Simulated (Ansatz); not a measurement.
# SnO (Romarchite): optical spectrum from first principles

What colour and refractive index does SnO (Romarchite) have at this level of theory?

Main program and level: Ansatz 0.2.0; DFT, PBE, plane-wave PAW, default files, scalar-relativistic, independent-particle optical response without local fields.

### Step 1. Set-up

It takes space group P4/nmm (No. 129, tetragonal). Conventional cell: a = 3.799 Å, b = 3.799 Å, c = 4.841 Å, α = 90.00°, β = 90.00°, γ = 90.00°. Nearest to Sn lie 4 O at 2.22 Å. Nearest to O lie 4 Sn at 2.22 Å. Farther neighbours and most contacts between anions are not listed.

### Step 2. Ground state and bands

The self-consistent density comes first; it also tells whether there is a gap, which decides the occupations and the need for a Drude term.

This step: DFT, PBE, plane-wave PAW, default files, scalar-relativistic, ground state (Ansatz 0.2.0).

The input, input.yaml:

```yaml
crystal:
  lattice:
    - [3.7986, 0.0, 0.0]
    - [0.0, 3.7986, 0.0]
    - [0.0, 0.0, 4.8408]
  atoms:
    - { symbol: Sn, position: [0.0, 0.5, 0.7631] }
    - { symbol: Sn, position: [0.5, 0.0, 0.2369] }
    - { symbol: O, position: [0.5, 0.5, 0.0] }
    - { symbol: O, position: [0.0, 0.0, 0.0] }
kpoints:
  mp_grid: { grid: [6, 6, 5] }
  band_path:
    path:
      - [[0.0, 0.0, 0.0], [0.0, 0.5, 0.0], [0.5, 0.5, 0.0], [0.0, 0.0, 0.0], [0.0, 0.0, 0.5], [0.0, 0.5, 0.5], [0.5, 0.5, 0.5], [0.0, 0.0, 0.5]]
      - [[0.0, 0.5, 0.0], [0.0, 0.5, 0.5]]
      - [[0.5, 0.5, 0.0], [0.5, 0.5, 0.5]]
    npoints: 6
scf:
  occupations: { method: fermi_dirac, width: 0.05 }
  n_extra_bands: 8
hamiltonian:
  xc: pbe
  pseudopotentials: { kind: paw }
output:
  forces: true
  stress: true
  populations: true
  write_bands: true
  write_density: true
  write_potential: true
  elf: true
  volumetric_format: npy
```

Started as:

```
> ansatz run input.yaml --threads 4 --pin off --max-ram 8192MiB --backend cpu --events-out ev --progress --plain --runs-dir out
```

Numbers of over 12 decimals in the logs are rounded to 6 here.

The log of the run:

```text
scf.n_extra_bands = 8 over 20 filled bands (N_el = 40.0): the run solves 28 bands
Engine: ansatz 0.2.0, x86_64-unknown-linux-gnu
Pseudopotentials: kind: paw
Pseudopotential: Sn, paw, valence charge 14, recommended cutoff 420 eV (normal), Sn.paw.azcp
Pseudopotential: O, paw, valence charge 6, recommended cutoff 420 eV (normal), O.paw.azcp
Functional definition: PBE
  parameter kappa = 0.804
  parameter beta = 0.066725
  exchange = pbe_x(kappa = kappa, mu = beta*pi^2/3)
  correlation = pbe_c(beta = beta)
Crystal: 4 atoms, lattice volume = 69.850 Å³
Basis set: ecut = 420 eV, 1361 PW (Γ), exchange–correlation on 54×54×72 points (8 copies of the dense FFT grid, shifted against one another)
Bands: 28, of which v1, the nominal top of the filled ones, is band 20 counted from 1 (19 counted from 0)
Symmetry: 16 space group operations
Space group: P4/nmm (ITA 129), of the structure as read, at distance tolerance 4.1e-5 Å
k-points: 30 of 180
Non-local potential: Sn, projectors of the file, l = 0: 2, l = 1: 2, l = 2: 2, l = 3: 2
Non-local potential: O, projectors of the file, l = 0: 2, l = 1: 2, l = 2: 1
PAW form: soft (Blöchl's): semilocal exchange-correlation on the pseudo side does not see the compensation charge
PAW one-centre angular grid: Sn, 590 points (default); XC on 64 Gauss nodes
PAW one-centre angular grid: O, 110 points (default); XC on 64 Gauss nodes
Initial density: superposition of atomic densities (neutral atoms: chi_scale 0, normalization atom), corrected by the library's trained network
Initial wavefunctions: pseudopotential atomic-orbital guess
Functional: x = pbe(κ = 0.804, μ = 0.219515), c = pbe(β = 0.066725)
SCF iter   1: F=—  HF=-13183.346558 eV  |F-HF|=—  |Δ(HF+E_count)|=         —  Δρ=1.60e-3  dr2=9.97e-4  ethr=1.77e-3  ⟨swp⟩=6.6  Hψ=4120  notcnv=0  defer=3
preconditioner: auto → Kerker (q_TF=auto, 2.486 Å⁻¹)  [metal: Δε(μ)=0.065 eV  Ē_g=20.250 eV  σ=0.050 eV  W_gap=0.31  n_scr=18 (ndim 8)  ℏωp=28.1 eV  f_vac=0.019  D(μ)=0.22/eV (n_scr^D=0)]
SCF iter   2: F=—  HF=-13183.346059 eV  |F-HF|=—  |Δ(HF+E_count)|=   4.99e-4  Δρ=9.76e-4  dr2=5.67e-4  ethr=2.49e-6  ⟨swp⟩=2.1  Hψ=1685  notcnv=0  defer=24
SCF iter   3: F=—  HF=-13183.346401 eV  |F-HF|=—  |Δ(HF+E_count)|=   3.42e-4  Δρ=4.43e-4  dr2=8.96e-5  ethr=1.42e-6  ⟨swp⟩=2.0  Hψ=1364  notcnv=0  defer=24
SCF iter   4: F=—  HF=-13183.346389 eV  |F-HF|=—  |Δ(HF+E_count)|=   1.15e-5  Δρ=1.72e-4  dr2=1.61e-5  ethr=2.24e-7  ⟨swp⟩=3.0  Hψ=1385  notcnv=0  defer=24
SCF iter   5: F=—  HF=-13183.346391 eV  |F-HF|=—  |Δ(HF+E_count)|=   1.08e-6  Δρ=9.42e-5  dr2=5.60e-6  ethr=4.02e-8  ⟨swp⟩=3.0  Hψ=1386  notcnv=0  defer=24
SCF iter   6: F=—  HF=-13183.346392 eV  |F-HF|=—  |Δ(HF+E_count)|=   1.08e-6  Δρ=3.21e-5  dr2=7.95e-7  ethr=1.40e-8  ⟨swp⟩=3.0  Hψ=1377  notcnv=0  defer=24
SCF iter   7: F=—  HF=-13183.346392 eV  |F-HF|=—  |Δ(HF+E_count)|=   2.31e-7  Δρ=1.15e-5  dr2=1.15e-7  ethr=1.99e-9  ⟨swp⟩=2.8  Hψ=1298  notcnv=0  defer=24
SCF iter   8: F=-13183.346392 eV  HF=-13183.346392 eV  |F-HF|=5.44e-9  |Δ(HF+E_count)|=   4.71e-8  Δρ=2.75e-6  dr2=5.69e-9  ethr=2.50e-10  ⟨swp⟩=12.4  Hψ=5457  notcnv=0
SCF 1 converged in 8 iterations: F = -13183.346392 eV  dr2 = 5.69e-9
  greatest PAW one-centre occupation: 0.994 electrons in one spin orbital (limit 2), on the Sn atom at site 1 (counted from 0), in its partial waves of l = 2
NSCF: frozen V_eff on 57 k-points
SCF converged after 8 iterations
Free energy (F): -13183.346392 eV
Harris-Foulkes:  -13183.346392 eV  (|F-HF|=5.44e-9)
Internal energy: -13183.344591 eV  (E = F + TS)
E sigma→0 (E₀):  -13183.345491 eV
Entropy (-TS):   -0.001801 eV (-0.450 meV/atom)
Fermi energy:    10.108941 eV
--- Per-component energies (eV) ---
  E_band       = -183.120406
  E_kinetic    = 725.305775
  E_local      = -2674.780373  (includes V_loc(G=0)·N_el)
  E_nonlocal   = 32.269802
  E_hartree    = 1448.906233
  E_xc         = -913.276828
  E_vxc        = -381.088805  (∫ρ·V_xc dr)
  E_paw        = -8589.468410  (= ΣΔE_a)
  E_vpaw       = -782.642758  (= ΣTr[D̂ρ^β])
  E_aug_tail   = 0.004834  (compensation charges beyond the density's cutoff)
  E_ewald      = -3212.305623
  E_smearing   = -0.001801  (= −TS)
  E_closure    = -0.000000  (closes the sum)
  Σ components = -13183.346392   (vs F -13183.346392, Δ=0.00e0)
--- Forces (eV/Å), atoms counted from 1 ---
  atom   1  Sn     0.00000000     0.00000000    -0.51611077
  atom   2  Sn     0.00000000     0.00000000     0.51611077
  atom   3  O      0.00000000     0.00000000    -0.00000000
  atom   4  O      0.00000000     0.00000000     0.00000000
  max |Σ_I F_I| component: 2.78e-16 eV/Å
--- Stress (GPa, compression-positive) ---
        5.138320       0.000000       0.000000
        0.000000       5.138320       0.000000
        0.000000       0.000000       4.034579
  P = ⅓ Tr σ = 4.7704 GPa (47.704 kbar)
--- Band table (eV; the first three rows and the last of 30) ---
  k-point 0: bands = [... 16 lower, 6.5193, 6.8217, 6.8217, 10.0817, 12.1957, 14.4211, 14.7627, 14.7627, ... 4 higher]
  k-point 1: bands = [... 16 lower, 6.4958, 6.8167, 6.8167, 9.6865, 11.8332, 13.8578, 13.8578, 14.4538, ... 4 higher]
  k-point 2: bands = [... 16 lower, 6.4587, 6.8065, 6.8065, 8.3601, 11.7644, 13.1337, 13.1337, 13.8811, ... 4 higher]
  k-point 29: bands = [... 16 lower, 7.4293, 7.4293, 7.4873, 7.4873, 11.9976, 11.9976, 14.5590, 14.5590, ... 4 higher]
--- Löwdin populations: 4 sites ---
  site symbol       q [e]
     0     Sn     13.1693
     1     Sn     13.1693
     2      O      6.7612
     3      O      6.7612
  spilling = 0.003476 (of n_electrons = 40.000000)
```

Wall time 1 s (4 threads of Intel Xeon 6975P-C (Granite Rapids), shared host); peak memory 0.41 GiB.

In the SCF lines HF is the Harris–Foulkes energy and dr2 the Hartree energy of the density residual, in eV; the loop may stop once dr2 is under the threshold and the program's other checks hold. Hψ counts applications of the Hamiltonian.

Numbers from this step:

* free energy: -13183.3464 eV
* Fermi energy: 10.11 eV
* electrons: 40
* symmetry operations: 16
* pressure: 4.770 GPa
* volume: 69.85 Å³
* gap on the path: 0.05502 eV
* least direct gap on the path: 1.991 eV

The gap, 0.06 eV, is so small that the occupations stay smeared, and the carriers that the smearing makes get a Drude term. The cell is left with a pressure of 4.8 GPa and forces up to 0.52 eV/Å, as it stands unrelaxed at this level.

The electronic bands at the labelled points (eV, zero at the Fermi level; v1 is the highest filled band, c1 the lowest empty one):

| point | v4 | v3 | v2 | v1 | c1 | c2 | c3 | c4 |
| --- | --- | --- | --- | --- | --- | --- | --- | --- |
| Γ | -3.59 | -3.29 | -3.29 | -0.03 | 2.09 | 4.31 | 4.65 | 4.65 |
| halfway | -4.24 | -3.81 | -3.68 | -0.54 | 2.77 | 3.44 | 4.76 | 5.04 |
| X | -4.97 | -4.97 | -2.79 | -2.79 | 3.15 | 3.15 | 5.89 | 5.89 |
| halfway | -3.63 | -3.63 | -2.49 | -2.49 | 1.84 | 1.84 | 4.80 | 4.80 |
| M | -2.62 | -2.62 | -1.96 | -1.96 | 0.03 | 0.03 | 4.43 | 4.43 |
| halfway | -4.55 | -4.21 | -2.90 | -0.75 | 1.86 | 3.12 | 4.12 | 4.59 |
| Γ | -3.59 | -3.29 | -3.29 | -0.03 | 2.09 | 4.31 | 4.65 | 4.65 |
| halfway | -3.62 | -3.29 | -3.29 | -0.68 | 1.66 | 3.51 | 3.51 | 4.23 |
| Z | -3.30 | -3.30 | -3.17 | -2.32 | 1.69 | 2.93 | 2.93 | 3.64 |
| halfway | -4.17 | -3.82 | -2.16 | -1.64 | 1.31 | 2.88 | 3.59 | 5.84 |
| R | -4.93 | -4.93 | -1.83 | -1.83 | 2.54 | 2.54 | 5.40 | 5.40 |
| halfway | -3.44 | -3.44 | -2.19 | -2.19 | 2.73 | 2.73 | 3.67 | 3.67 |
| A | -2.75 | -2.75 | -2.62 | -2.62 | 2.29 | 2.29 | 4.00 | 4.00 |
| halfway | -4.68 | -2.90 | -2.14 | -1.98 | 1.60 | 2.61 | 3.68 | 5.52 |
| Z | -3.30 | -3.30 | -3.17 | -2.32 | 1.69 | 2.93 | 2.93 | 3.64 |
| jump to X | -4.97 | -4.97 | -2.79 | -2.79 | 3.15 | 3.15 | 5.89 | 5.89 |
| halfway | -4.95 | -4.95 | -2.28 | -2.28 | 2.84 | 2.84 | 5.63 | 5.63 |
| R | -4.93 | -4.93 | -1.83 | -1.83 | 2.54 | 2.54 | 5.40 | 5.40 |
| jump to M | -2.62 | -2.62 | -1.96 | -1.96 | 0.03 | 0.03 | 4.43 | 4.43 |
| halfway | -2.62 | -2.62 | -2.38 | -2.38 | 0.89 | 0.89 | 5.08 | 5.08 |
| A | -2.75 | -2.75 | -2.62 | -2.62 | 2.29 | 2.29 | 4.00 | 4.00 |

Valence density in the ac plane at fractional y = 0.000, with atoms of Sn and O within 0.2 Å of it. It is the smooth field of the valence electrons, not physical close to the nuclei.

Ten steps, logarithmic in the rise over the least value, from '0' (0 e/Å³) to '9' (15 e/Å³), each cell a mean:
```
87531100011367
65421000001246
33210000000123
11100000000011
00000000000000
00000000000000
00000000000000
00000111110000
00011122211000
00012344322100
00123566643100
00124689864210
11125799974211
32234789864223
54333577653345
77532344432457
87632122212468
```
Atoms in or near the plane, at fractional coordinates: Sn at (0.50, 0.24), O at (0.00, 0.00).

Electrostatic potential energy in the ac plane at fractional y = 0.000, with atoms of Sn and O within 0.2 Å of it. With pseudopotentials it is smooth inside the atoms' cores, unlike the true potential.

Values in eV, 17 rows by 14 columns, each cell a mean:
```
-28 -27  -9  10  11   9   8   8   9  10  11   7 -15 -27
-19 -12   5  12  12  11  11  11  11  12  12  11   1 -15
  8  10  12  13  13  12  12  12  12  13  13  12  11   9
 12  12  12  13  13  13  13  13  13  13  13  13  12  12
 12  12  12  13  13  13  13  13  13  13  13  13  12  12
 12  12  12  13  13  13  13  13  13  13  13  13  12  12
 12  13  13  13  13  13  13  13  13  13  13  13  13  12
 13  13  13  12  12  11  11  11  11  12  12  12  13  13
 13  13  12  11  10   8   5   5   6   8  10  11  12  13
 13  12  11   9   4  -2  -6  -6  -5   0   6  10  11  12
 12  12  10   5  -4  -6   1   5  -1  -7  -2   7  10  12
 12  11   8   0  -8   5  26  31  22   0  -7   3   9  11
 12  11   8  -2  -7  14  31  31  29   7  -8   2   9  11
 10  10   8  -1  -8   8  29  31  25   2  -8   3   9  10
 -9  -2   6   2  -7  -5   8  13   4  -8  -5   5   5  -5
-28 -25  -7   7   1  -6  -9  -9  -9  -4   3   5 -13 -27
-28 -28 -15   8   7   4  -1  -2   0   5   8   3 -20 -28
```
Atoms in or near the plane, at fractional coordinates: Sn at (0.50, 0.24), O at (0.00, 0.00).

### Step 3. Spectrum

With the density converged, the vertical transitions are summed over the zone.

This step: DFT, PBE, plane-wave PAW, default files, scalar-relativistic, independent-particle optical response without local fields (Ansatz 0.2.0).

input.yaml, the sections that differ from step 2:

```yaml
kpoints:
  mp_grid: { grid: [8, 8, 6] }
scf:
  occupations: { method: fermi_dirac, width: 0.05 }
output:
  optics:
    e_range: [0, 22]
    de: 0.05
    sigma: 0.1
    drude_damping: 0.1
    nscf_kmesh: { grid: [12, 12, 10] }
    bands: { spectra_wanted_up_to: 22 }
# crystal, hamiltonian: as in step 2
```

The log of the run:

```text
[...]
Crystal: 4 atoms, lattice volume = 69.850 Å³
Basis set: ecut = 420 eV, 1361 PW (Γ)
Bands: 24, of which v1, the nominal top of the filled ones, is band 20 counted from 1 (19 counted from 0)
Symmetry: 16 space group operations
[...]
k-points: 60 of 384
[...]
SCF iter   1: F=—  HF=-13183.346223 eV  |F-HF|=—  |Δ(HF+E_count)|=         —  Δρ=1.58e-3  dr2=1.00e-3  ethr=1.77e-3  ⟨swp⟩=6.0  Hψ=6711  notcnv=0
[...]
SCF iter  10: F=-13183.346427 eV  HF=-13183.346427 eV  |F-HF|=7.28e-12  |Δ(HF+E_count)|=  2.18e-11  Δρ=4.94e-8  dr2=3.15e-12  ethr=1.00e-12  ⟨swp⟩=3.0  Hψ=3184  notcnv=0
SCF 1 converged in 10 iterations: F = -13183.346427 eV  dr2 = 3.15e-12
[...]
NSCF: frozen V_eff on 168 k-points
output.optics: what the bands over the 65 summed would add to eps1, eps2 and the energy-loss function is held between a lower and an upper bound (6 Lanczos steps). eps1, eps2 and their loss function (loss_summed_bands) are given on every row as the summed bands alone make them. Along an axis, on a row where the two bounds hold the loss function to about 1 % of the greater of itself and 0.5 % of |1/eps|, its cell (loss_completed) is given, with the completed eps1 and eps2 that it is formed of (a cell that is left empty reads nan in the table and null in the record). The two bounds hold it so along every axis on all 440 rows up to 22.000 eV. [rest of the remark cut]
SCF converged after 10 iterations
Free energy (F): -13183.346427 eV
[...]
Internal energy: -13183.345191 eV  (E = F + TS)
E sigma→0 (E₀):  -13183.345809 eV
Entropy (-TS):   -0.001237 eV (-0.309 meV/atom)
Fermi energy:    10.148787 eV
[...]
--- Band table (eV; the first three rows and the last of 60) ---
  k-point 0: bands = [... 16 lower, 6.5198, 6.8223, 6.8223, 10.0820, 12.1962, 14.4214, 14.7628, 14.7628]
  k-point 1: bands = [... 16 lower, 6.5028, 6.8187, 6.8187, 9.8197, 11.9002, 14.0323, 14.0323, 14.4942]
  k-point 2: bands = [... 16 lower, 6.4697, 6.8101, 6.8101, 8.8732, 11.7400, 13.3024, 13.3024, 14.0742]
  k-point 59: bands = [... 16 lower, 7.3625, 7.3625, 7.4878, 7.4878, 12.3941, 12.3941, 14.1071, 14.1071]
```

Run time: 76 s. Hardware: 4 threads; peak memory 2 GiB.

Numbers from this step:

* main peak of the optical conductivity above 1 eV, first axis: 3.155 eV
* Drude plasma energy, first axis: 0.4756 eV
* bands summed: 65
* spectra valid up to: 33.83 eV
* program's estimate of the k-sum error in Im epsilon: 0.02 %
* electrons in the f-sum: 29.94

The Im ε has structure finer than the step of the table below, so its rows give means over 1 eV, whole bins alone (the curve runs from 0.3 to 22 eV). Peaks (eV: height): E ∥ x or y 3.1: 18.4; E ∥ z 2.9: 5.85, 4.8: 14.4, 6.9: 7.55.

Table of Im ε by photon energy; means over each step:

| photon energy (eV) | E ∥ x or y | E ∥ z |
| --- | --- | --- |
| 1 | 0.0396 | 0.0292 |
| 2 | 1.74 | 0.990 |
| 3 | 13.0 | 4.42 |
| 4 | 8.99 | 9.68 |
| 5 | 7.75 | 9.54 |
| 6 | 3.85 | 4.22 |
| 7 | 3.35 | 5.76 |
| 8 | 3.99 | 2.44 |
| 9 | 3.12 | 2.25 |
| 10 | 2.61 | 2.04 |
| 11 | 2.23 | 2.62 |
| 12 | 1.13 | 1.72 |
| 13 | 0.861 | 0.994 |
| 14 | 0.840 | 0.903 |
| 15 | 1.14 | 1.00 |
| 16 | 1.52 | 0.717 |
| 17 | 0.806 | 0.668 |
| 18 | 0.729 | 0.453 |
| 19 | 0.622 | 0.397 |
| 20 | 0.526 | 0.506 |
| 21 | 0.470 | 0.596 |

[end of part 1 of 2]

[Logs are printed without paths, hosts, clocks, repeated set-up lines and the standing remarks that a program may print on its own settings, such as how far it seeks lower states.]

[Hosts, paths, dates, database ids (printed as entryN), source tags and the programs' standing remarks are cut or masked in the printed files.]
